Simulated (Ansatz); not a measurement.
# 3-layer 1T-HfS2 (AB) in a perpendicular field, part 3 of 3

Wanted: the out-of-plane response of the 3-layer 1T-HfS2 (AB). A positive field points along +c.

Ansatz 0.2.0; plane-wave DFT, PBE-D3(BJ), Ansatz PAW.

So far. Step 7 (Single point, field -0.1 V/Å): The dipole is -0.0904 e·Å, and the gap 0.889 eV. Step 8 (Atoms held, field 0.2 V/Å): The dipole is 0.181 e·Å, and the gap 0.652 eV.

### Step 9. Single point, field -0.2 V/Å

input.yaml

```yaml
crystal:
  lattice:
    - [3.6126211998, 0.0, 0.0]
    - [-1.8063105999, 3.1286217333, 0.0]
    - [0.0, 0.0, 33.1498859636]
  atoms:
    - { symbol: S, position: [0.6666666667, 0.3333333333, 0.2714941466] }
    - { symbol: Hf, position: [0.0, 0.0, 0.3154554851] }
    - { symbol: S, position: [0.3333333333, 0.6666666667, 0.3593081007] }
    - { symbol: S, position: [0.0, 0.0, 0.4502042755] }
    - { symbol: Hf, position: [0.3333333333, 0.6666666667, 0.4940520816] }
    - { symbol: S, position: [0.6666666667, 0.3333333333, 0.537875587] }
    - { symbol: S, position: [0.6666666667, 0.3333333333, 0.640679042] }
    - { symbol: Hf, position: [0.0, 0.0, 0.6845252005] }
    - { symbol: S, position: [0.3333333333, 0.6666666667, 0.7285058534] }
kpoints:
  mp_grid: { grid: [18, 18, 1] }
  band_path:
    path: [[0, 0, 0], [0.5, 0, 0], [0.33333333, 0.33333333, 0], [0, 0, 0]]
    npoints: 16
hamiltonian:
  xc: pbe
  dispersion: d3bj
scf:
  occupations: { method: fermi_dirac, width: 0.02585 }
  convergence: { dr2_threshold: 1.0e-10 }
efield:
  axis: 3
  dipole_correction: true
  ramp_position: 0.9623
  ramp_width: 0.0754
  amplitude: -0.2
output:
  write_potential: true
  write_density: true
  volumetric_format: npy
```

Run with:

```sh
ansatz run input.yaml --threads 4 --pin off --max-ram 8192MiB --backend cpu --events-out ev --progress --plain --runs-dir out
```

Numbers of over 12 decimals in the logs are rounded to 6 here.

Output:

```text
[...]
Crystal: 9 atoms, lattice volume = 374.677 Å³
Basis set: ecut = 420 eV, 7239 PW (Γ)
Bands: 69, of which v1, the nominal top of the filled ones, is band 57 counted from 1 (56 counted from 0)
Symmetry: 6 space group operations
[...]
k-points: 37 of 324 (time reversal used)
[...]
k-point 0: bands = [... 53 lower, 1.8450, 1.8450, 2.1101, 2.1101, 3.6672, 3.6672, 3.9228, 3.9228, ... 8 higher]
  k-point 1: bands = [... 53 lower, 1.7096, 1.7463, 1.8697, 2.0126, 3.6934, 3.7886, 3.9485, 4.0436, ... 8 higher]
  k-point 2: bands = [... 53 lower, 1.3031, 1.5151, 1.7834, 1.8035, 3.6569, 3.9112, 4.0849, 4.1654, ... 8 higher]
  k-point 36: bands = [... 53 lower, 0.2269, 0.2598, 0.3883, 0.4495, 4.4343, 4.6831, 4.9287, 5.1663, ... 8 higher]
[key lines of the parts left out:]
SCF converged after 16 iterations
Free energy (F): -52593.105868 eV
Fermi energy:    2.435121 eV
Dipole field:    D = -0.087402 V/Å  (p = -0.180975 e·Å, saw-weighted, corrected)
```

It took 70 s on 4 threads of Arm Neoverse V1, shared host; peak memory 1.4 GiB.

The dipole is -0.181 e·Å, and the gap 0.676 eV.

### Step 10. Single point, field 0.3 V/Å

Changes to input.yaml since step 9:

```diff
@@ -29,5 +29,5 @@
   dipole_correction: true
-  ramp_position: 0.9623
-  ramp_width: 0.0754
-  amplitude: -0.2
+  ramp_position: 0.9601
+  ramp_width: 0.0797
+  amplitude: 0.3
 output:
```

Output:

```text
[...]
Crystal: 9 atoms, lattice volume = 374.677 Å³
Basis set: ecut = 420 eV, 7239 PW (Γ)
Bands: 69, of which v1, the nominal top of the filled ones, is band 57 counted from 1 (56 counted from 0)
Symmetry: 6 space group operations
[...]
k-points: 37 of 324 (time reversal used)
[...]
k-point 0: bands = [... 53 lower, 1.8063, 1.8063, 2.2262, 2.2262, 3.5568, 3.5568, 3.8831, 3.8831, ... 8 higher]
  k-point 1: bands = [... 53 lower, 1.6951, 1.7092, 1.9756, 2.1279, 3.5832, 3.6778, 3.9102, 4.0048, ... 8 higher]
  k-point 2: bands = [... 53 lower, 1.3893, 1.4805, 1.8195, 1.8975, 3.5456, 3.8786, 3.9736, 4.2762, ... 8 higher]
  k-point 36: bands = [... 53 lower, 0.1354, 0.3651, 0.3939, 0.5627, 4.3263, 4.6315, 5.0530, 5.0794, ... 8 higher]
[key lines of the parts left out:]
SCF converged after 16 iterations
Free energy (F): -52593.128546 eV
Fermi energy:    2.425882 eV
Dipole field:    D = 0.131304 V/Å  (p = 0.271877 e·Å, saw-weighted, corrected)
```

Run time: 70 s. Hardware: 4 threads; peak memory 1.4 GiB; 4.6 min of CPU time.

The dipole is 0.272 e·Å, and the gap 0.425 eV.

### Step 11. Single point, field -0.3 V/Å

Changes to input.yaml since step 10:

```diff
@@ -31,3 +31,3 @@
   ramp_width: 0.0797
-  amplitude: 0.3
+  amplitude: -0.3
 output:
```

Output:

```text
[...]
Crystal: 9 atoms, lattice volume = 374.677 Å³
Basis set: ecut = 420 eV, 7239 PW (Γ)
Bands: 69, of which v1, the nominal top of the filled ones, is band 57 counted from 1 (56 counted from 0)
Symmetry: 6 space group operations
[...]
k-points: 37 of 324 (time reversal used)
[...]
k-point 0: bands = [... 53 lower, 1.8514, 1.8514, 2.2290, 2.2290, 3.5425, 3.5425, 3.9290, 3.9290, ... 8 higher]
  k-point 1: bands = [... 53 lower, 1.7530, 1.7703, 1.9863, 2.1313, 3.5687, 3.6638, 3.9543, 4.0501, ... 8 higher]
  k-point 2: bands = [... 53 lower, 1.4039, 1.5223, 1.8714, 1.9019, 3.5325, 3.9175, 3.9601, 4.2837, ... 8 higher]
  k-point 36: bands = [... 53 lower, 0.2124, 0.3637, 0.4605, 0.5453, 4.3096, 4.6897, 5.0438, 5.0626, ... 8 higher]
[key lines of the parts left out:]
SCF converged after 16 iterations
Free energy (F): -52593.128498 eV
Fermi energy:    2.437457 eV
Dipole field:    D = -0.131203 V/Å  (p = -0.271668 e·Å, saw-weighted, corrected)
```

It took 70 s on 4 threads; peak memory 1.4 GiB.

The dipole is -0.272 e·Å, and the gap 0.443 eV.

### Step 12. Atoms held, field 0.4 V/Å

Changes to input.yaml since step 11:

```diff
@@ -29,5 +29,5 @@
   dipole_correction: true
-  ramp_position: 0.9601
-  ramp_width: 0.0797
-  amplitude: -0.3
+  ramp_position: 0.9321
+  ramp_width: 0.1357
+  amplitude: 0.4
 output:
```

Output:

```text
[...]
Crystal: 9 atoms, lattice volume = 374.677 Å³
Basis set: ecut = 420 eV, 7239 PW (Γ)
Bands: 69, of which v1, the nominal top of the filled ones, is band 57 counted from 1 (56 counted from 0)
Symmetry: 6 space group operations
[...]
k-points: 37 of 324 (time reversal used)
[...]
k-point 0: bands = [... 53 lower, 1.7969, 1.7969, 2.3390, 2.3390, 3.4426, 3.4426, 3.8749, 3.8749, ... 8 higher]
  k-point 1: bands = [... 53 lower, 1.6997, 1.7558, 2.0884, 2.2407, 3.4691, 3.5637, 3.9017, 3.9965, ... 8 higher]
  k-point 2: bands = [... 53 lower, 1.4708, 1.5009, 1.8907, 2.0104, 3.4319, 3.8596, 3.8696, 4.2933, ... 8 higher]
  k-point 36: bands = [... 53 lower, 0.1074, 0.4902, 0.5077, 0.6338, 4.2128, 4.6174, 4.9684, 5.0275, ... 8 higher]
[key lines of the parts left out:]
SCF converged after 16 iterations
Free energy (F): -52593.160301 eV
Fermi energy:    2.429639 eV
Dipole field:    D = 0.175660 V/Å  (p = 0.363722 e·Å, saw-weighted, corrected)
```

Run time: 70 s. Hardware: 4 threads; peak memory 1.4 GiB.

The dipole is 0.364 e·Å, and the gap 0.207 eV.

### Step 13. Atoms held, field -0.4 V/Å

Changes to input.yaml since step 12:

```diff
@@ -31,3 +31,3 @@
   ramp_width: 0.1357
-  amplitude: 0.4
+  amplitude: -0.4
 output:
```

Output:

```text
[...]
Crystal: 9 atoms, lattice volume = 374.677 Å³
Basis set: ecut = 420 eV, 7239 PW (Γ)
Bands: 69, of which v1, the nominal top of the filled ones, is band 57 counted from 1 (56 counted from 0)
Symmetry: 6 space group operations
[...]
k-points: 37 of 324 (time reversal used)
[...]
k-point 0: bands = [... 53 lower, 1.8568, 1.8568, 2.3412, 2.3412, 3.4248, 3.4248, 3.9344, 3.9344, ... 8 higher]
  k-point 1: bands = [... 53 lower, 1.7585, 1.8392, 2.0972, 2.2434, 3.4510, 3.5462, 3.9586, 4.0554, ... 8 higher]
  k-point 2: bands = [... 53 lower, 1.5109, 1.5281, 1.9471, 2.0139, 3.4149, 3.8424, 3.9219, 4.3515, ... 8 higher]
  k-point 36: bands = [... 53 lower, 0.1757, 0.4891, 0.5343, 0.6400, 4.1919, 4.6945, 4.9572, 4.9734, ... 8 higher]
[key lines of the parts left out:]
SCF converged after 16 iterations
Free energy (F): -52593.160224 eV
Fermi energy:    2.437022 eV
Dipole field:    D = -0.175458 V/Å  (p = -0.363302 e·Å, saw-weighted, corrected)
```

The job ended after 71 s (4 threads; peak memory 1.4 GiB; 4.6 min of CPU time).

The dipole is -0.363 e·Å, and the gap 0.218 eV.

### Step 14. Response, atoms held

This step: plane-wave DFT, PBE-D3(BJ), Ansatz PAW; response to a field along the normal, atoms held (Ansatz 0.2.0).

The dipoles give the slope, and the difference of two potentials shows where the field is screened.

This step gave:

| Property | Result |
| --- | --- |
| equivalent conductor thickness p/(ε₀AE) | 14.49 Å |
| distance between the outer atoms | 15.15 Å |

Dipole of the cell against applied field:

```
applied field (V/Å)  dipole of the cell (e·Å)
             -0.400                    -0.363
             -0.300                    -0.272
             -0.200                    -0.181
             -0.100                   -0.0904
             -0.050                   -0.0452
              0.000                    6.8e-5
              0.050                    0.0453
              0.100                    0.0906
              0.200                     0.181
              0.300                     0.272
              0.400                     0.364
```

Local field over the applied field, running mean. From the potentials at -0.05 and 0.05 V/Å; running mean over 2.8 Å. Table of local field over applied field by z:

z (Å), local field over applied field and a bar:
```
      4.5      0.999 ##############################
      5.0      0.997 ##############################
      5.5      0.991 ##############################
      6.0      0.972 #############################
      6.5      0.924 ############################
      7.0      0.823 ########################
      7.5      0.676 ####################
      8.0      0.514 ###############
      8.5      0.353 #########
      9.0      0.217 #####
      9.5      0.121 ##
     10.0      0.075 #
     10.5      0.064 
     11.0      0.076 #
     11.5      0.122 ##
     12.0      0.198 #####
     12.5      0.279 #######
     13.0      0.330 #########
     13.5      0.340 #########
     14.0      0.319 ########
     14.5      0.254 ######
     15.0      0.169 ####
     15.5      0.098 #
     16.0      0.063 
     16.5      0.056 
     17.0      0.069 
     17.5      0.117 ##
     18.0      0.200 #####
     18.5      0.298 ########
     19.0      0.373 ##########
     19.5      0.397 ###########
     20.0      0.379 ##########
     20.5      0.311 ########
     21.0      0.215 #####
     21.5      0.129 ##
     22.0      0.076 #
     22.5      0.060 
     23.0      0.065 
     23.5      0.100 #
     24.0      0.183 ####
     24.5      0.309 ########
     25.0      0.465 #############
     25.5      0.628 ##################
     26.0      0.782 #######################
     26.5      0.900 ###########################
     27.0      0.962 #############################
     27.5      0.987 ##############################
     28.0      0.996 ##############################
     28.5      0.999 ##############################
```

The induced electron density oscillates, so the rows of the table below give means over windows of 1 Å about each position, cut where the curve ends. Its maxima inside the range that stand out by 2 % of the span (Å: e/Å³ per V/Å): 8.1: 0.00380, 10.9: 5.7e-4, 14.1: 0.00292, 16.8: 4.7e-4, 20.5: 0.00304, 23.1: 6.2e-4. Its minima: 10.0: -6.0e-4, 12.7: -0.00293, 15.9: -5.6e-4, 18.7: -0.00305, 22.2: -5.1e-4, 25.0: -0.00380.

Electrons, planar mean, per unit field. The induced electron density by z; means over each step:

```
z (Å)  induced electron density (e/Å³ per V/Å)
    5                                   1.1e-5
    6                                   1.2e-4
    7                                   9.7e-4
    8                                  0.00320
    9                                   9.7e-4
   10                                  -2.7e-4
   11                                   2.6e-4
   12                                 -0.00106
   13                                 -0.00178
   14                                  0.00216
   15                                   7.2e-4
   16                                  -2.1e-4
   17                                   1.6e-4
   18                                 -0.00109
   19                                 -0.00202
   20                                  0.00183
   21                                  0.00127
   22                                  -1.4e-4
   23                                   2.0e-4
   24                                  -6.7e-4
   25                                 -0.00318
   26                                 -0.00127
   27                                  -1.7e-4
   28                                  -1.6e-5
```

The smaller of the gaps on the path and on the k-mesh, counted as 0 under 0.03 eV. Gap against applied field:

```
applied field (V/Å)  gap (eV)
             -0.400     0.218
             -0.300     0.443
             -0.200     0.676
             -0.100     0.889
             -0.050     0.969
              0.000      1.01
              0.050     0.957
              0.100     0.864
              0.200     0.651
              0.300     0.425
              0.400     0.207
```

By hand: between -0.05 and 0.05 V/Å the dipole changes by 0.09048 e·Å, a slope of 0.9048 e·Å²/V. A perfect conductor of thickness t has p = ε₀AEt, so t = 180.95 × 0.9048 / 11.303 = 14.49 Å (e/ε₀ = 180.95 V·Å, A in Å²).

The induced dipole is that of a conductor 14.49 Å thick.

### Step 15. Results

* gap without field: 1.01 eV
* ionisation energy, upper face: 6.31 eV
* electron affinity, upper face: 5.30 eV
* equivalent conductor thickness, atoms held: 14.5 Å

What this shows: The induced dipole equals that of a perfect conductor 14.49 Å thick, while the outer atoms lie 15.15 Å apart; an out-of-plane ε follows only once a thickness t is chosen, by 1 − 1/ε = 14.49 Å / t. The gap goes from 1.01 eV to 0.22 eV at -0.4 V/Å. With the field reversed the gap is 0.21 eV at 0.4 V/Å. Semilocal functionals give gaps that are too small, and excitons are not included. Spin-orbit coupling is left out, which matters for the bands of elements this heavy.

[Logs are printed without paths, hosts, clocks, repeated set-up lines and the standing remarks that a program may print on its own settings, such as how far it seeks lower states.]

[Hosts, paths, dates, database ids (printed as entryN), source tags and the programs' standing remarks are cut or masked in the printed files.]

[Maps of the electrostatic potential energy from Ansatz leave out the sawtooth potential of an applied field or a dipole correction, so their vacuum need not be flat; planar profiles and work functions include it.]
